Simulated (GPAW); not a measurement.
# C (Fd-3m): refractive index against wavelength

The refractive index of C (Fd-3m) below the direct gap (5.60 eV on the mesh) is read from one computed spectrum, n = √(Re ε).

Cell: a, b, c = 2.522, 2.522, 2.522 Å (primitive vectors), 2 atoms.

Method: GPAW 26.7.0, PBE, RPA, k-mesh 20×20×20, local fields up to 70 eV, Lorentzian half width 0.12 eV.

Launch of the response step: `OMP_NUM_THREADS=1 python df.py`. The run took 32 s, its band step included, on 1 thread of Arm Neoverse V1, with other jobs on the host.

```tsv
wavelength (nm)	photon energy E (eV)	n
700	1.771	2.4330
633	1.959	2.4398
532	2.331	2.4556
450	2.755	2.4781
405	3.061	2.4976
365	3.397	?
308	4.025	2.5830
```

In the single-oscillator model n² − 1 = E₀E_d/(E₀² − E²), so 1/(n² − 1) = E₀/E_d − E²/(E₀E_d) is linear in E².

Working, on the rows shown:

| x = E² (eV²) | y = 1/(n² − 1) |
| --- | --- |
| 3.13716 | 0.203273 |
| 3.83641 | 0.201913 |
| 5.43137 | 0.198808 |
| 7.59115 | 0.194515 |
| 9.37179 | 0.190912 |
| 16.2043 | 0.176308 |

Means: x̄ = 7.5954, ȳ = 0.19429. Σ(x − x̄)(y − ȳ) = -0.2393, Σ(x − x̄)² = 116. Slope = -0.2393 / 116 = -0.002064; intercept = ȳ − slope · x̄ = 0.20996. Turned back into n, the line misses the rows shown by at most 0.0016.

Problem. Fill in the last column of the withheld row.

Solution. At x = 11.538 the line gives y = 0.18615, that is 2.5243. The run gave 2.5227, so the interpolation is off by 0.0016, 1.1 % of the range in the table.

Refitted with all rows, the slope is -0.002056 and the intercept 0.20994. These give E₀ = √(intercept/−slope) = 10.10 eV and E_d = E₀/intercept = 48.1 eV; E₀ is 1.8 times the direct gap. The electronic limit at long wavelengths, without lattice vibrations, is n = √(1 + 1/intercept) = 2.401. Excitons are left out; PBE gaps are as a rule too small. The values come from a sum over the points of one k-mesh and carry its error, which grows as the direct gap shrinks. The local-field cutoff holds few shells of reciprocal vectors for this small cell, so ε∞ can read a few per cent high.

[Logs are printed without paths, hosts, clocks, repeated set-up lines and the standing remarks that a program may print on its own settings, such as how far it seeks lower states.]
